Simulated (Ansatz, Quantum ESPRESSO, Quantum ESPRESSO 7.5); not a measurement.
## Evanescent states of ZnSe, zinc blende type, lattice constant set to 5.766 Å

Aim: how fast states decay in the gap of ZnSe, zinc blende type, lattice constant set to 5.766 Å.

Main program and level: Quantum ESPRESSO 7.5; plane-wave DFT, LDA, GBRV ultrasoft pseudopotentials (cross-check by Ansatz 0.2.0 with PAW datasets).

Report form: the programs' logs are mostly left out.

## 1. The structure

It takes space group F-43m (No. 216, cubic). Conventional cell: a = 5.766 Å, b = 5.766 Å, c = 5.766 Å, α = 90.00°, β = 90.00°, γ = 90.00°. Zn has 4 Se at 2.50 Å nearest. Se has 4 Zn at 2.50 Å nearest. Farther neighbours and most contacts between anions are not listed.

## 2. Ground state

pwcond needs a cell whose third axis lies along the current and stands perpendicular to the other two.

Contents of scf.in:

```
&control
  prefix = 'scf'
  outdir = './out'
  pseudo_dir = './pseudo'
  calculation = 'scf'
  tprnfor = .true.
/
&system
  ibrav = 0
  nat = 4
  ntyp = 2
  ecutwfc = 40
  ecutrho = 200
  occupations = 'fixed'
  nbnd = 30
/
&electrons
  conv_thr = 1e-09
  mixing_beta = 0.6
  electron_maxstep = 120
/
ATOMIC_SPECIES
  Zn  65.3800  zn_lda_v1.uspp.F.UPF
  Se  78.9710  se_lda_v1.uspp.F.UPF
CELL_PARAMETERS angstrom
  4.07717770032163 0.00000000000000 0.00000000000000
  0.00000000000000 4.07717770032163 0.00000000000000
  0.00000000000000 0.00000000000000 5.76600000000000
ATOMIC_POSITIONS crystal
  Zn  0.000000000000 0.000000000000 0.000000000000
  Se  0.500000000000 0.000000000000 0.250000000000
  Zn  0.500000000000 0.500000000000 0.500000000000
  Se  0.000000000000 0.500000000000 0.750000000000
K_POINTS automatic
  6 6 6 0 0 0
```

On the command line:

```console
OMP_NUM_THREADS=1 mpirun -n 2 pw.x -nk 2 -in scf.in > scf.out
```

Elapsed: 23 s, on 2 MPI ranks of Intel Xeon Platinum 8559C (Emerald Rapids), shared host; peak memory 0.23 GiB; 45 s of CPU time.

Numbers from this step:

```
free energy                          : -13728.6565 eV
valence top, on the run's zero       : 5.368 eV
conduction bottom, on the run's zero : 6.190 eV
gap by band count                    : 0.8223 eV
```

The program's own clock; routines nest. Time by routine:

```csv
routine,wall time (s),calls
PWSCF,22.13,1
electrons,20.27,1
c_bands,16.66,11
cegterg,13.59,220
h_psi,9.14,1036
fftw,7.25,45730
vloc_psi,7.24,1036
sum_band,2.82,11
init_run,1.44,1
calbec,1.35,1336
h_psi:calbec,0.96,1036
s_psi,0.87,1036
add_vuspsi,0.86,1036
newd,0.8,11
```

The run needed 10 iterations to bring the estimated error under 1e-09 Ry.

## 3. Complex bands with pwcond.x

ikind = 0 solves one period of the crystal for all kz, real and complex, at each energy and k across. ewind and epsproj trim the two-dimensional plane-wave basis; nz1 sets the subslabs.

Contents of cbs.in:

```
&inputcond
  outdir = './out'
  prefixl = 'scf'
  band_file = 'cbs'
  ikind = 0
  ewind = 4.0
  epsproj = 1e-05
  nz1 = 7
  energy0 = 4.93
  denergy = -0.17
/
4
  0.00000000 0.00000000 1.00000000
  0.50000000 0.00000000 1.00000000
  0.50000000 0.50000000 1.00000000
  0.25000000 0.00000000 1.00000000
42
```

On the command line:

```console
OMP_NUM_THREADS=1 mpirun -n 2 pwcond.x -in cbs.in > cbs.out
```

Wall time 6 min (2 MPI ranks); peak memory 0.21 GiB.

Numbers from this step:

| Quantity | Value |
| --- | --- |
| peak of the smallest κ at the zone centre | 0.06 Å⁻¹ |
| energy of the peak at the zone centre | 0.34 eV |
| peak of the smallest κ at (1/2, 0) | 0.224 Å⁻¹ |
| peak of the smallest κ at (1/2, 1/2) | 0.375 Å⁻¹ |
| peak of the smallest κ at (1/4, 0) | 0.23 Å⁻¹ |

K across = (0, 0) in the cell's reciprocal vectors; values within 0.0025 1/Å of each other count once, columns are sorted by size at each energy, a dash where no further value was kept. Table of Im kz of the slowest decaying states by energy, zero at the highest filled level of the SCF mesh:

```csv
energy (eV),decay 1 (Å⁻¹),decay 2 (Å⁻¹),decay 3 (Å⁻¹)
-2.04,0.059,1.21,1.54
-1.87,1.18,1.53,1.64
-1.53,1.12,1.51,1.71
-1.36,1.07,1.11,1.51
-1.02,0.99,1.09,1.49
-0.85,0.959,1.06,1.48
-0.68,0.93,1.04,1.47
-0.34,0.878,0.987,1.45
-0.17,0.853,0.959,1.45
0.00,0.008,0.829,0.93
0.17,0.05,0.164,0.806
0.34,0.06,0.225,0.783
0.68,0.045,0.301,0.738
0.85,0.327,0.716,0.772
1.02,0.349,0.694,0.736
1.36,0.381,0.654,1.35
1.53,0.393,0.622,1.34
1.87,0.41,0.551,1.32
2.04,0.416,0.512,1.31
2.21,0.42,0.47,1.29
2.55,0.347,0.389,0.424
2.72,0.249,0.353,0.423
3.06,0.24,0.418,1.23
3.23,0.138,0.413,1.22
3.57,0.4,1.19,1.73
3.74,0.027,0.391,1.18
3.91,0.127,0.381,1.17
4.25,0.198,0.355,1.14
4.42,0.218,0.339,1.13
4.76,0.243,0.3,1.1
4.93,0.252,0.276,1.09
```

K across = (0, 0) in the cell's reciprocal vectors. The Re kz of states that move upwards by energy, zero at the highest filled level of the SCF mesh:

```csv
energy (eV),channel 1 (Å⁻¹),channel 2 (Å⁻¹),channel 3 (Å⁻¹)
-2.04,-0.385,-,-
-1.87,-0.355,0.221,0.221
-1.70,-0.325,0.322,0.322
-1.53,-0.295,0.401,0.401
-1.36,-0.266,0.470,0.470
-1.02,-0.496,-0.496,-0.209
-0.85,-0.437,-0.437,-0.181
-0.68,-0.378,-0.378,-0.152
-0.51,-0.318,-0.318,-0.123
-0.34,-0.251,-0.251,-0.0934
-0.17,-0.172,-0.172,-0.0604
0.00,-,-,-
0.17,-,-,-
0.34,-,-,-
0.68,-,-,-
0.85,0.0225,-,-
1.02,0.0653,-,-
1.19,0.0959,-,-
1.36,0.124,-,-
1.53,0.150,-,-
1.70,0.177,-,-
1.87,0.202,-,-
2.04,0.228,-,-
2.21,0.254,-,-
2.55,0.308,-,-
2.72,0.335,-,-
2.89,0.365,-,-
3.06,0.214,0.395,-
3.23,0.315,0.429,-
3.40,0.157,0.391,0.469
3.57,0.281,0.457,0.520
3.74,0.424,-,-
3.91,-0.535,-,-
4.25,-0.442,-,-
4.42,-0.399,-,-
4.59,-0.358,-,-
4.76,-0.317,-,-
4.93,-0.277,-,-
```

K across = (1/2, 0) in the cell's reciprocal vectors; values within 0.0025 1/Å of each other count once, columns are sorted by size at each energy, a dash where no further value was kept. The Im kz of the slowest decaying states by energy, zero at the highest filled level of the SCF mesh:

```csv
energy (eV),decay 1 (Å⁻¹),decay 2 (Å⁻¹),decay 3 (Å⁻¹)
-2.04,0.932,1.45,1.91
-1.70,0.848,1.36,1.90
-1.36,0.737,1.30,1.89
-1.02,0.536,1.24,1.89
-0.68,0.092,0.455,1.19
-0.34,0.164,0.639,1.14
0.00,0.199,0.703,1.09
0.34,0.218,0.734,1.05
0.68,0.224,0.749,1.00
1.02,0.219,0.754,0.958
1.36,0.203,0.752,0.913
1.53,0.19,0.749,0.891
1.87,0.149,0.739,0.846
2.21,0.053,0.725,0.8
2.55,0.707,0.753,1.69
2.89,0.686,0.704,1.67
3.23,0.652,0.661,1.64
3.57,0.597,0.633,1.60
3.91,0.074,0.535,0.601
4.25,0.174,0.463,0.564
4.59,0.254,0.358,0.523
4.93,0.279,0.474,1.47
```

K across = (1/2, 1/2) in the cell's reciprocal vectors; values within 0.0025 1/Å of each other count once, columns are sorted by size at each energy, a dash where no further value was kept. Table of Im kz of the slowest decaying states by energy, zero at the highest filled level of the SCF mesh:

```csv
energy (eV),decay 1 (Å⁻¹),decay 2 (Å⁻¹),decay 3 (Å⁻¹)
-2.04,1.74,2.04,2.10
-1.87,0.167,0.182,1.74
-1.70,0.228,0.245,1.73
-1.53,0.268,0.284,1.73
-1.36,0.297,0.312,1.73
-1.02,0.336,0.347,1.72
-0.85,0.349,0.358,1.72
-0.68,0.36,0.365,1.72
-0.51,0.367,0.37,1.71
-0.34,0.373,1.71,1.95
-0.17,0.375,1.70,1.94
0.00,0.374,0.379,1.70
0.17,0.372,0.38,1.69
0.34,0.368,0.379,1.69
0.68,0.356,0.373,1.68
0.85,0.349,0.368,1.67
1.02,0.339,0.362,1.66
1.19,0.329,0.355,1.66
1.36,0.317,0.346,1.65
1.53,0.303,0.336,1.64
1.70,0.287,0.325,1.64
1.87,0.27,0.312,1.63
2.04,0.25,0.297,1.62
2.21,0.226,0.281,1.61
2.55,0.166,0.24,1.60
2.72,0.122,0.214,1.59
2.89,0.043,0.183,1.58
3.06,0.143,1.57,1.72
3.23,0.081,1.57,1.69
3.40,1.56,1.67,1.71
3.57,1.55,1.65,1.70
3.74,1.54,1.63,1.69
3.91,1.53,1.61,1.67
4.25,1.51,1.57,1.65
4.42,1.50,1.55,1.64
4.59,1.49,1.53,1.62
4.76,1.48,1.51,1.61
4.93,1.47,1.49,1.59
```

K across = (1/4, 0) in the cell's reciprocal vectors; values within 0.0025 1/Å of each other count once, columns are sorted by size at each energy, a dash where no further value was kept. Im kz of the slowest decaying states against energy, zero at the highest filled level of the SCF mesh:

```csv
energy (eV),decay 1 (Å⁻¹),decay 2 (Å⁻¹),decay 3 (Å⁻¹)
-2.04,0.104,0.368,1.29
-1.87,0.129,0.276,1.24
-1.70,0.118,0.143,1.20
-1.53,0.147,1.16,1.38
-1.36,0.144,1.12,1.36
-1.02,0.106,1.06,1.33
-0.85,0.04,1.04,1.32
-0.68,1.01,1.3,1.39
-0.51,0.982,1.28,1.38
-0.34,0.09,0.956,1.27
-0.17,0.071,0.14,0.93
0.00,0.17,0.219,0.905
0.17,0.192,0.294,0.879
0.34,0.207,0.348,0.855
0.68,0.225,0.426,0.805
0.85,0.229,0.455,0.779
1.02,0.23,0.481,0.754
1.19,0.228,0.503,0.728
1.36,0.223,0.523,0.701
1.53,0.214,0.54,0.674
1.70,0.202,0.555,0.646
1.87,0.185,0.569,0.617
2.04,0.161,0.581,0.587
2.21,0.125,0.555,0.593
2.55,0.484,0.613,0.918
2.72,0.052,0.444,0.623
2.89,0.127,0.397,0.633
3.06,0.161,0.341,0.645
3.23,0.181,0.267,0.66
3.40,0.136,0.195,0.691
3.57,0.203,0.7,0.831
3.74,0.147,0.207,0.686
3.91,0.185,0.209,0.671
4.25,0.202,0.216,0.638
4.42,0.195,0.219,0.62
4.59,0.184,0.218,0.601
4.76,0.169,0.21,0.551
4.93,0.149,0.196,0.49
```

The program's own clock; routines nest. Time by routine:

```csv
routine,wall time (s),calls
PWCOND,362.3,1
scatter_forw,206.5,168
compbs,151.8,168
compbs_2,145.3,168
local,3.25,4
init,0.7,1
poten,0.11,1
```

## 4. Complex bands with pwcond.x, with ewind = 6.0 and epsproj = 1e-07

A sensitivity test on the input.

cbs.w.in is the input of step 3 with these lines changed:

```diff
@@ -3,6 +3,6 @@
   prefixl = 'scf'
-  band_file = 'cbs'
+  band_file = 'cbs.w'
   ikind = 0
-  ewind = 4.0
-  epsproj = 1e-05
+  ewind = 6.0
+  epsproj = 1e-07
   nz1 = 7
```

On the command line:

```console
OMP_NUM_THREADS=1 mpirun -n 2 pwcond.x -in cbs.w.in > cbs.w.out
```

Elapsed: 6.1 min, on 2 MPI ranks; peak memory 0.21 GiB.

Beside the run it was changed from:

```csv
quantity,this run,unchanged run,difference
peak of the smallest κ at the zone centre (Å⁻¹),0.06,0.06,0
"peak of the smallest κ at (1/2, 0) (Å⁻¹)",0.224,0.224,0
"peak of the smallest κ at (1/2, 1/2) (Å⁻¹)",0.375,0.375,0
wall time (s),365,363,
```

The physical values in this table stay within 0.05 %.

## 5. Complex band structure, with ewind, epsproj = [0.1, 0.1]

One more run, with a changed input.

cbs.bad.in is the input of step 3 with these lines changed:

```diff
@@ -3,6 +3,6 @@
   prefixl = 'scf'
-  band_file = 'cbs'
+  band_file = 'cbs.bad'
   ikind = 0
-  ewind = 4.0
-  epsproj = 1e-05
+  ewind = 0.1
+  epsproj = 0.1
   nz1 = 7
```

On the command line:

```console
OMP_NUM_THREADS=1 mpirun -n 2 pwcond.x -in cbs.bad.in > cbs.bad.out
```

Wall time 27 s (2 MPI ranks); peak memory 0.12 GiB.

The run finished, but its numbers are not taken as the system's. The fault: a window of plane waves far too small, with a loose projection threshold.

Beside the run it was changed from:

```csv
quantity,this run,unchanged run,difference
peak of the smallest κ at the zone centre (Å⁻¹),0.218,0.06,0.16
"peak of the smallest κ at (1/2, 0) (Å⁻¹)",0.212,0.224,-0.012
"peak of the smallest κ at (1/2, 1/2) (Å⁻¹)",0.272,0.375,-0.10
wall time (s),27,363,
```

The physical values in this table move by up to 2.6e+02 %.

## 6. Cross-check with Ansatz

A second code with its own PAW datasets, on the same atoms.

Level of this step: plane-wave DFT, LDA, Ansatz PAW (Ansatz 0.2.0).

Contents of input.yaml:

```yaml
crystal:
  lattice:
    - [4.0771777003, 0.0, 0.0]
    - [0.0, 4.0771777003, 0.0]
    - [0.0, 0.0, 5.766]
  atoms:
    - { symbol: Zn, position: [0.0, 0.0, 0.0] }
    - { symbol: Se, position: [0.5, 0.0, 0.25] }
    - { symbol: Zn, position: [0.5, 0.5, 0.5] }
    - { symbol: Se, position: [0.0, 0.5, 0.75] }
kpoints:
  mp_grid: { grid: [6, 6, 6] }
hamiltonian:
  xc: lda
scf:
  occupations: { method: fixed }
  convergence: { dr2_threshold: 1.0e-09 }
output:
  transmission:
    leads: [[0, 0]]
    kpoints: [[0, 0], [0.5, 0], [0.5, 0.5], [0.25, 0]]
    e_range: [-2.04, 4.93]
    de: 0.17
```

On the command line:

```console
ansatz run input.yaml --threads 2 --pin off --max-ram 4096MiB --backend cpu --events-out ev --progress --plain --runs-dir out
```

Elapsed: 14 s, on 2 threads; peak memory 0.57 GiB.

Read from the output:

- free energy: -17261.5026 eV
- gap by band count: 0.8299 eV
- symmetry operations: 16
- slowest decay at the grid energy nearest mid-gap: 0.06 Å⁻¹
- peak of the smallest κ at the zone centre: 0.05996 Å⁻¹
- peak of the smallest κ at (1/2, 0): 0.2244 Å⁻¹
- peak of the smallest κ at (1/2, 1/2): 0.3747 Å⁻¹
- peak of the smallest κ at (1/4, 0): 0.2304 Å⁻¹
- valence top, on the run's zero: 5.769 eV

K across = (0, 0) in the cell's reciprocal vectors; values within 0.0025 1/Å of each other count once, columns are sorted by size at each energy, a dash where no further value was kept. The Im kz of the slowest decaying states by energy, zero at the highest filled level of the SCF mesh:

```csv
energy (eV),decay 1 (Å⁻¹),decay 2 (Å⁻¹),decay 3 (Å⁻¹)
-2.04,0.0741,1.21,-
-1.87,1.18,-,-
-1.70,1.15,-,-
-1.53,1.12,-,-
-1.36,1.06,1.13,-
-1.02,0.984,1.09,1.49
-0.85,0.954,1.07,1.48
-0.68,0.926,1.04,1.47
-0.51,0.900,1.02,1.46
-0.34,0.875,0.991,1.46
-0.17,0.850,0.964,1.45
0.00,0.00426,0.826,0.935
0.17,0.0495,0.164,0.803
0.34,0.0600,0.225,0.780
0.68,0.0465,0.302,0.734
0.85,0.328,0.712,0.779
1.02,0.350,0.689,0.743
1.19,0.367,0.668,0.705
1.36,0.382,0.655,1.35
1.53,0.394,0.623,1.34
1.70,0.404,0.589,1.33
1.87,0.411,0.553,1.32
2.04,0.417,0.514,1.31
2.21,0.421,0.472,1.30
2.55,0.346,0.395,0.425
2.72,0.252,0.357,0.424
2.89,0.0976,0.308,0.422
3.06,0.244,0.419,1.23
3.23,0.145,0.415,1.22
3.40,0.409,1.21,-
3.57,0.401,1.20,-
3.74,0.0284,0.393,1.18
3.91,0.125,0.382,1.17
4.25,0.197,0.356,1.14
4.42,0.217,0.341,1.13
4.59,0.232,0.323,1.11
4.76,0.243,0.302,1.10
4.93,0.251,0.278,1.09
```

K across = (0, 0) in the cell's reciprocal vectors. Re kz of states that move upwards against energy, zero at the highest filled level of the SCF mesh:

```csv
energy (eV),channel 1 (Å⁻¹),channel 2 (Å⁻¹),channel 3 (Å⁻¹)
-2.04,-0.386,-,-
-1.87,-0.355,0.216,0.216
-1.70,-0.326,0.319,0.319
-1.53,-0.296,0.399,0.399
-1.36,-0.267,0.468,0.468
-1.02,-0.497,-0.497,-0.210
-0.85,-0.438,-0.438,-0.181
-0.68,-0.379,-0.379,-0.153
-0.51,-0.318,-0.318,-0.124
-0.34,-0.252,-0.252,-0.0941
-0.17,-0.173,-0.173,-0.0611
0.00,-,-,-
0.17,-,-,-
0.34,-,-,-
0.68,-,-,-
0.85,0.0191,-,-
1.02,0.0639,-,-
1.19,0.0948,-,-
1.36,0.123,-,-
1.53,0.149,-,-
1.70,0.176,-,-
1.87,0.202,-,-
2.04,0.227,-,-
2.21,0.253,-,-
2.55,0.307,-,-
2.72,0.334,-,-
2.89,0.363,-,-
3.06,0.209,0.394,-
3.23,0.311,0.428,-
3.40,0.150,0.387,0.467
3.57,0.276,0.453,0.517
3.74,0.413,-,-
3.91,-0.538,-,-
4.25,-0.444,-,-
4.42,-0.402,-,-
4.59,-0.360,-,-
4.76,-0.320,-,-
4.93,-0.280,-,-
```

K across = (1/2, 0) in the cell's reciprocal vectors; values within 0.0025 1/Å of each other count once, columns are sorted by size at each energy, a dash where no further value was kept. Im kz of the slowest decaying states against energy, zero at the highest filled level of the SCF mesh:

```csv
energy (eV),decay 1 (Å⁻¹),decay 2 (Å⁻¹),decay 3 (Å⁻¹)
-2.04,0.932,1.45,-
-1.70,0.850,1.36,-
-1.36,0.739,1.30,-
-1.02,0.540,1.24,-
-0.68,0.0900,0.451,1.19
-0.34,0.163,0.638,1.14
0.00,0.199,0.703,1.09
0.34,0.218,0.735,1.05
0.68,0.224,0.750,1.00
1.02,0.220,0.755,0.958
1.36,0.204,0.753,0.914
1.53,0.191,0.749,0.892
1.87,0.150,0.740,0.847
2.21,0.0585,0.725,0.801
2.55,0.708,0.754,-
2.89,0.687,0.705,-
3.23,0.653,0.662,-
3.57,0.598,0.634,-
3.91,0.0694,0.537,0.601
4.25,0.172,0.465,0.565
4.59,0.251,0.361,0.524
4.93,0.279,0.476,1.47
```

K across = (1/2, 1/2) in the cell's reciprocal vectors; values within 0.0025 1/Å of each other count once, columns are sorted by size at each energy, a dash where no further value was kept. Table of Im kz of the slowest decaying states by energy, zero at the highest filled level of the SCF mesh:

```csv
energy (eV),decay 1 (Å⁻¹),decay 2 (Å⁻¹)
-2.04,-,-
-1.70,0.226,0.243
-1.36,0.296,0.311
-1.02,0.335,0.346
-0.68,0.359,0.365
-0.34,0.373,-
0.00,0.374,0.379
0.34,0.368,0.379
0.68,0.357,0.373
1.02,0.340,0.363
1.36,0.317,0.347
1.53,0.304,0.337
1.87,0.271,0.313
2.21,0.228,0.282
2.55,0.168,0.241
2.89,0.0491,0.184
3.23,0.0847,-
3.57,-,-
3.91,-,-
4.25,-,-
4.59,1.49,-
4.93,1.47,1.49
```

K across = (1/4, 0) in the cell's reciprocal vectors; values within 0.0025 1/Å of each other count once, columns are sorted by size at each energy, a dash where no further value was kept. Table of Im kz of the slowest decaying states by energy, zero at the highest filled level of the SCF mesh:

```csv
energy (eV),decay 1 (Å⁻¹),decay 2 (Å⁻¹),decay 3 (Å⁻¹)
-2.04,0.103,0.371,1.28
-1.87,0.129,0.280,1.23
-1.70,0.127,0.143,1.19
-1.53,0.148,1.16,1.38
-1.36,0.145,1.12,1.36
-1.02,0.107,1.06,1.33
-0.85,0.0445,1.04,1.32
-0.68,1.01,1.30,1.39
-0.51,0.981,1.28,1.38
-0.34,0.0886,0.956,1.27
-0.17,0.0686,0.139,0.930
0.00,0.170,0.218,0.905
0.17,0.192,0.294,0.880
0.34,0.207,0.348,0.855
0.68,0.225,0.426,0.805
0.85,0.229,0.456,0.780
1.02,0.230,0.482,0.754
1.19,0.229,0.504,0.728
1.36,0.224,0.523,0.702
1.53,0.215,0.541,0.675
1.70,0.203,0.556,0.647
1.87,0.187,0.570,0.618
2.04,0.163,0.582,0.588
2.21,0.128,0.556,0.594
2.55,0.486,0.615,0.918
2.72,0.0458,0.445,0.625
2.89,0.126,0.399,0.635
3.06,0.160,0.344,0.647
3.23,0.181,0.271,0.663
3.40,0.145,0.194,0.699
3.57,0.203,0.701,0.832
3.74,0.144,0.208,0.687
3.91,0.184,0.209,0.672
4.25,0.203,0.215,0.639
4.42,0.195,0.219,0.622
4.59,0.185,0.218,0.602
4.76,0.170,0.211,0.553
4.93,0.151,0.197,0.493
```

## 7. By hand

T falls as exp(−2κd). With κ = 0.060 1/Å, 10 Å of barrier pass exp(−2 × 0.060 × 10) = 0.30 of that channel, interfaces aside.

## 8. Outcome

| Quantity | Value |
| --- | --- |
| gap on the SCF mesh | 0.82 eV |
| smallest κ at mid-gap among the four k points, at the zone centre | 0.060 Å⁻¹ |
| peak of the smallest κ in the stop band at the zone centre | 0.060 Å⁻¹ |
| peak of the smallest κ in the stop band at (1/2, 0) | 0.224 Å⁻¹ |
| peak of the smallest κ in the stop band at (1/2, 1/2) | 0.375 Å⁻¹ |
| peak of the smallest κ in the stop band at (1/4, 0) | 0.230 Å⁻¹ |
| energy of the peak at the zone centre, over the highest filled level | 0.34 eV |
| peak at the zone centre by Ansatz | 0.060 Å⁻¹ |

With a gap of 0.82 eV on the mesh, the smallest κ at mid-gap among the four k points, at the zone centre is 0.060 Å⁻¹ (LDA, GBRV ultrasoft). For a barrier with the Fermi level at mid-gap the slowest state found, at the zone centre, loses a factor of ten in probability every 19 Å or so. Stop bands away from the zone centre are mostly wider than the gap, so their peaks can lie above the conduction bottom. At the zone centre pwcond's peak is 0.060 and Ansatz's 0.060 1/Å, 0 % apart. The gap holds only 4 points of the energy grid, so peaks are resolved roughly. The cell is the a/√2 one, turned by 45°, with two primitive cells, so X along [001] folds onto kz = 0. A semilocal gap is too small, often by a third to a half and by more in narrow-gap crystals, so real barriers decay faster. Spin-orbit coupling is left out; depending on the atoms that carry the levels of interest, it can split and shift them by tens to hundreds of meV.

[Logs are printed without paths, hosts, clocks, repeated set-up lines and the standing remarks that a program may print on its own settings, such as how far it seeks lower states.]

[Hosts, paths, dates, database ids (printed as entryN), source tags and the programs' standing remarks are cut or masked in the printed files.]

[Maps of the electrostatic potential energy from Ansatz leave out the sawtooth potential of an applied field or a dipole correction, so their vacuum need not be flat; planar profiles and work functions include it.]
